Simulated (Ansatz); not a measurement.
# Phonons of LuPd (Pm-3m) against volume, part 2 of 2

Wanted: mode Grüneisen parameters of LuPd (Pm-3m).

Ansatz 0.2.0; DFT PBEsol, scalar-relativistic, plane waves, PAW; PAW set soft_1.

So far, highest frequency on path, mesh or solved points (cm⁻¹): step 2 (the dispersion) 136; step 4 (volume ratio 0.97) 144.

### Step 5. Relaxing at another volume, volume ratio 1.03

The volume is scaled by 1.03 and held; symmetry leaves nothing to relax, so this is a single point. The modes can then be followed against volume.

Input file input.yaml:

```yaml
crystal:
  lattice:
    - [3.4230549614, 0.0, 0.0]
    - [0.0, 3.4230549614, 0.0]
    - [0.0, 0.0, 3.4230549614]
  atoms:
    - { symbol: Lu, position: [0.0, 0.0, 0.0] }
    - { symbol: Pd, position: [0.5, 0.5, 0.5] }
kpoints:
  mp_grid: { grid: [12, 12, 12] }
hamiltonian:
  xc: pbesol
  pseudopotentials: { kind: paw, azcp: { folder: soft_1 }, xc_functional: pbe }
scf:
  occupations: { method: methfessel_paxton, width: 0.2 }
output:
  forces: true
  stress: true
  eigenvalues: true
```

On the command line:

```sh
$ ansatz run input.yaml --threads 4 --pin off --max-ram 10240MiB --backend cpu --events-out ev --progress --plain --runs-dir out
```

Log:

```text
[...]
Crystal: 2 atoms, lattice volume = 40.109 Å³
Basis set: ecut = 420 eV, 751 PW (Γ), exchange–correlation on 48×48×48 points (8 copies of the dense FFT grid, shifted against one another)
Bands: 26, of which v1, the nominal top of the filled ones, is band 22 counted from 1 (21 counted from 0)
Symmetry: 48 space group operations
[...]
k-points: 84 of 1728
[...]
--- Band table (eV; the first three rows and the last of 84) ---
  k-point 0: bands = [... 18 lower, 14.7158, 14.7158, 14.7158, 19.2473, 19.2473, 23.3779, 23.3779, 23.3779]
  k-point 1: bands = [... 18 lower, 14.7062, 14.7062, 14.7365, 19.1718, 19.2540, 22.7132, 22.7132, 23.3357]
  k-point 2: bands = [... 18 lower, 14.6814, 14.6814, 14.7931, 18.9605, 19.1809, 21.7751, 21.7751, 23.2207]
  k-point 83: bands = [... 18 lower, 15.5281, 15.5281, 16.3792, 16.3792, 16.3792, 21.9012, 24.5782, 24.5782]
[key lines of the parts left out:]
SCF converged after 12 iterations
Free energy (F): -21520.609038 eV
Fermi energy:    17.562416 eV
P = ⅓ Tr σ = -3.1462 GPa (-31.462 kbar)
```

The job ended after 2 s (4 threads of Intel Xeon Platinum 8488C (Sapphire Rapids), shared host; peak memory 0.45 GiB).

This step gave:

```yaml
pressure: -3.146 GPa
volume_per_atom: 20.05 Å³
```

The run ends at a pressure of -3.15 GPa.

### Step 6. Phonons at the other volume, volume ratio 1.03

The phonons are repeated at this volume on the same meshes, so that differences come from the volume alone.

input.yaml, as its differences from that of step 5:

```diff
@@ -16,4 +16,11 @@
 output:
-  forces: true
-  stress: true
   eigenvalues: true
+phonons:
+  method: dfpt
+  qmesh: [4, 4, 4]
+  temperatures: { t_max: 1000, t_step: 50 }
+  qpath:
+    path:
+      - [[0.0, 0.0, 0.0], [0.0, 0.5, 0.0], [0.5, 0.5, 0.0], [0.0, 0.0, 0.0], [0.5, 0.5, 0.5], [0.0, 0.5, 0.0]]
+      - [[0.5, 0.5, 0.5], [0.5, 0.5, 0.0]]
+    npoints: 10
```

Log:

```text
[...]
Crystal: 2 atoms, lattice volume = 40.109 Å³
Basis set: ecut = 420 eV, 751 PW (Γ), exchange–correlation on 48×48×48 points (8 copies of the dense FFT grid, shifted against one another)
Bands: 26, of which v1, the nominal top of the filled ones, is band 22 counted from 1 (21 counted from 0)
Symmetry: 48 space group operations
k-points: 84 of 1728
[...]
k-point 83: bands = [... 18 lower, 15.5282, 15.5282, 16.3792, 16.3792, 16.3792, 21.9012, 24.5782, 24.5782]
[...]
ASR residual: 4.494e-5 → 0.000e0 eV/Å²; symmetrization residual: 4.834e-6 eV/Å²
  ASR residual per site (eV/Å²): 8.27e-6 4.49e-5
  Γ frequencies (cm⁻¹): 0.00 0.00 0.00 107.20 107.20 107.20
--- Phonons (arbitrary-q DFPT): 10 irreducible q on the 4×4×4 mesh ---
[...]
interpolated dispersion: 62 rows × 6 modes
[...]
[key lines of the parts left out:]
SCF converged after 15 iterations
Free energy (F): -21520.609038 eV
Fermi energy:    17.562439 eV
```

It took 8 min on 4 threads; peak memory 2.7 GiB; 30 min of CPU time.

Numbers from this step:

| Property | Result |
| --- | --- |
| sum-rule residual before enforcement | 4.49e-5 eV/Å² |
| highest frequency on path, mesh or solved points | 129.6 cm⁻¹ |
| mean frequency | 83.9 cm⁻¹ |
| Debye temperature (second moment) | 163 K |
| logarithmic mean frequency | 79.6 cm⁻¹ |
| highest optical mode at the zone centre (no LO-TO term) | 107.2 cm⁻¹ |
| lowest optical zone-centre mode | 107.2 cm⁻¹ |
| lowest mode on the q mesh (acoustic modes at Γ apart) | 39.34 cm⁻¹ |
| zero-point energy per atom | 15.6 meV |
| heat capacity at 300 K | 24.58 J/(mol atoms K) |
| vibrational entropy at 300 K | 49.15 J/(mol atoms K) |

The highest optical mode at the zone centre (no LO-TO term) is 107.2 cm⁻¹, -8.5 cm⁻¹ against the base run.

### Step 7. Grüneisen parameters

The Grüneisen parameter of a mode is minus the logarithmic change of its frequency with volume, −d ln ω / d ln V; weighted by heat capacity it gives the expansion.

Numbers from this step:

```yaml
bulk_modulus: 114.2 GPa
```

The phonon branches at the labelled points (cm⁻¹):

```tsv
point	branch 1	branch 2	branch 3	branch 4	branch 5	branch 6
Γ	0	0	0	116	116	116
halfway	44	44	74	107	107	122
X	67	67	92	92	107	135
halfway	65	66	69	90	116	136
M	51	51	67	84	131	131
halfway	40	57	94	101	109	118
Γ	0	0	0	116	116	116
halfway	61	61	83	110	112	112
R	80	80	80	128	128	128
halfway	66	66	77	100	111	132
X	67	67	92	92	107	135
jump to R	80	80	80	128	128	128
halfway	69	69	75	98	129	129
M	51	51	67	84	131	131
```

The same for volume x 0.97:

```tsv
point	branch 1	branch 2	branch 3	branch 4	branch 5	branch 6
Γ	0	0	0	124	124	124
X	71	71	99	99	114	142
M	52	52	72	90	141	141
Γ	0	0	0	124	124	124
R	88	88	88	133	133	133
X	71	71	99	99	114	142
R	88	88	88	133	133	133
M	52	52	72	90	141	141
```

The same for volume x 1.03:

```tsv
point	branch 1	branch 2	branch 3	branch 4	branch 5	branch 6
Γ	0	0	0	107	107	107
X	63	63	86	86	100	129
M	50	50	62	78	122	122
Γ	0	0	0	107	107	107
R	71	71	71	123	123	123
X	63	63	86	86	100	129
R	71	71	71	123	123	123
M	50	50	62	78	122	122
```

The first set of phonon branches as a text plot (rows in cm⁻¹):

```
    141 |
    135 |      ********                              *****
    129 |     *       ****                   ********     *******
    123 |   **      **    ***               *    *
    117 |***               *********     ***      *        *
    111 |  *      **         * **   *******        *****
    105 |   ** ***            *      **                 **  *
     99 |     *              *         *            *        *
     93 |     ******      ****         *             *  **
     87 |    *      ****** ** *                       ***
     81 |         *                  ** *    ****    **   *   ***
     75 |   *      *      *              *****   **** **   *** *
     69 |       ***********    *         ***      ****  **   *  *
     63 |      *    *    * **       *   *           *****
     57 |     *     *** *    *                                **
     51 |  * *        ****    * *      *                        *
     45 |   *             ***
     39 |                    * *     **
     33 | *                   *    *
     27 |  *                   ***  *
     21 | *                     *
     15 |*                       * *
      9 |*                       *
      3 |                         *
         Γ      X      M          Γ            R        X|R     M
```

Mode Grueneisen parameter -dln(w)/dln(V), modes matched by rank; at Γ the acoustic branches take the value of a neighbouring point of the path. Mode grüneisen parameters along the path, in :

```tsv
point	branch 1	branch 2	branch 3	branch 4	branch 5	branch 6
Γ	1.84	1.84	1.66	2.48	2.48	2.48
halfway	1.94	1.94	1.90	2.42	2.42	2.12
X	2.10	2.10	2.34	2.34	2.14	1.54
halfway	1.60	1.15	1.95	2.34	2.68	1.93
M	0.66	0.66	2.36	2.52	2.37	2.37
halfway	0.08	2.04	2.06	2.41	1.72	2.68
Γ	-0.32	1.79	2.00	2.48	2.48	2.48
halfway	1.64	1.64	1.34	2.37	2.42	2.42
R	3.58	3.58	3.58	1.33	1.33	1.33
halfway	1.49	1.52	3.07	1.45	2.83	1.90
X	2.10	2.10	2.34	2.34	2.14	1.54
jump to R	3.58	3.58	3.58	1.33	1.33	1.33
halfway	2.35	2.35	3.29	1.59	1.94	1.94
M	0.66	0.66	2.36	2.52	2.37	2.37
```

The mode Grüneisen parameters as a text plot (rows in , shown from -0.2 to 3.6 only):

```
   3.50 |                                    ******       * *
   3.34 |                                   **     *       * *
   3.18 |                                        *
   3.02 |                                        *  *      *
   2.86 |                                  **     * **
   2.71 |          **        ***     **               *     * **
   2.55 |***      *  * **  **   *****  *           *   *        *
   2.39 | ******************** *** *    ***       **  ****   *  *
   2.23 |        ** ***  **   * *   ***  **             *     ***
   2.07 |   * **** **      **********  * ***           ***     *
   1.91 |* ***             ** ***          *      *******    **
   1.75 | **  *   ***        *   **  ***   **     *   **    *
   1.59 |**    *****       **           *   *    * ***  ** * **
   1.43 |          * *                   ** **  *****  *   **
   1.28 |                 *             *     **          *
   1.12 |                *             *                       *
   0.96 |             *              **               *
   0.80 |               *           *                *          *
   0.64 |             *****        *
   0.48 |           **
   0.32 |                  **
   0.16 |
   0.00 |                    *
  -0.16 |                     *
         Γ      X      M          Γ            R        X|R     M
```

(dS/dlnV)/C_V. The thermodynamic Grueneisen parameter by temperature:

```tsv
temperature (K)	thermodynamic Grueneisen parameter
50	1.92
100	1.97
150	1.98
200	1.99
250	1.99
300	1.99
350	1.99
400	1.99
450	1.99
500	1.99
550	1.99
600	1.99
650	1.99
700	1.99
750	1.99
800	1.99
850	1.99
900	1.99
950	1.99
1000	1.99
```

Gamma C_V/(B V) at the static volume. Volume expansion against temperature:

```tsv
temperature (K)	volume expansion (1e-6/K)
50	21.2
100	31.8
150	34.6
200	35.7
250	36.2
300	36.5
350	36.6
400	36.8
450	36.8
500	36.9
550	36.9
600	37.0
650	37.0
700	37.0
750	37.0
800	37.0
850	37.0
900	37.0
950	37.1
1000	37.1
```

### Step 8. Results

| Item | Value |
| --- | --- |
| bulk modulus | 114 GPa |
| thermodynamic Grüneisen parameter at 300 K | 1.99 |
| volume expansion at 300 K, estimated | 36.46 × 10⁻⁶ K⁻¹ |

In words: By this estimate the volume grows by 36.5 × 10⁻⁶ per kelvin at 300 K. The highest optical mode at Γ goes from 124 to 107 cm⁻¹ as the cell grows, a Grüneisen parameter of 2.48. Mode parameters on the path run from -0.37 to 3.6, with a median of 2.1. Modes with negative values stiffen as the cell grows and pull against the expansion. Branches are matched by rank, so values near crossings are rough. The expansion is the Grüneisen estimate at the static volume, with the static bulk modulus. With no gap, or one that is small against the smearing, the frequencies hang on the k mesh and the smearing, most of all near Kohn anomalies. The phonon runs are without spin polarisation, although the cell has an odd electron count. Spin-orbit coupling is left out, which can matter for the heavy elements here. The PAW files were made for PBE and serve the other functionals too.

[Long decimals in the printed logs are rounded to 6 places.]

[Logs are printed without paths, hosts, clocks, repeated set-up lines and the standing remarks that a program may print on its own settings, such as how far it seeks lower states.]

[Hosts, paths, dates, database ids (printed as entryN), source tags and the programs' standing remarks are cut or masked in the printed files.]

[Where the starting crystal was built by hand or by swapping elements, it need not be the compound's stable phase.]
